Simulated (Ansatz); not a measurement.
# Al2Au (Fm-3m): the Drude term of Re ε in the infrared

Re ε of Al2Au (Fm-3m) at low photon energies is read from one computed spectrum; the carriers' damping was typed as γ = 0.05 eV.

The structure is cubic, space group Fm-3m (No. 225). The conventional cell has a = 6.000 Å, b = 6.000 Å, c = 6.000 Å, α = 90.00°, β = 90.00°, γ = 90.00°. Au on site a has 8 Al at 2.60 Å as nearest neighbours. Al on site c has 4 Au at 2.60 Å as nearest neighbours.

Method: Ansatz 0.2.0, PBE, independent particles, k-mesh 10×10×10 with interpolation inside its cells, Gaussian parameter 0.1 eV.

Launch of the response step: `ansatz run input.yaml --threads 4 --pin off --max-ram 8192MiB --backend cpu --events-out ev --progress --plain --runs-dir out`. The run took 16 s, on 4 threads of Intel(R) Xeon(R) Platinum 8488C (Sapphire Rapids) (shared host).

| photon energy E (eV) | wavelength (µm) | Re ε |
| --- | --- | --- |
| 0.25 | 4.96 | -862.8 |
| 0.30 | 4.13 | -607.2 |
| 0.35 | 3.54 | ? |
| 0.40 | 3.10 | -353.7 |
| 0.50 | 2.48 | -239.9 |
| 0.60 | 2.07 | -169.7 |
| 0.70 | 1.77 | -123.1 |

A Drude term over a constant background gives Re ε = ε_b − ωp²/(E² + γ²), linear in 1/(E² + γ²).

Working, on the rows shown:

| x = 1/(E² + γ²) (eV⁻²) | y = Re ε |
| --- | --- |
| 15.3846 | -862.8 |
| 10.8108 | -607.2 |
| 6.15385 | -353.7 |
| 3.9604 | -239.9 |
| 2.75862 | -169.7 |
| 2.03046 | -123.1 |

Means: x̄ = 6.8498, ȳ = -392.73. Σ(x − x̄)(y − ȳ) = -7542, Σ(x − x̄)² = 137.3. Slope = -7542 / 137.3 = -54.92; intercept = ȳ − slope · x̄ = -16.543. The line misses the rows shown by at most 5.9.

Problem. Fill in the last column of the withheld row.

Solution. At x = 8 the line gives y = -455.9. The run gave -452.0, so the interpolation is off by 3.9, 0.5 % of the range in the table.

Refitted with all rows, the slope is -54.89 and the intercept -16.181. These give ωp = √(−slope) = 7.41 eV, against 7.63 eV from the program's Fermi-surface sum, and an intercept of -16.2. Taking the program's Drude term off the rows leaves 34 at the lowest energy and -5 at the highest, so the background isn't constant: interband transitions lie in or near the window, and neither fitted number can be trusted. The values come from a sum over the points of one k-mesh and carry its error, which is largest for Fermi-surface quantities. Spin-orbit coupling is left out.
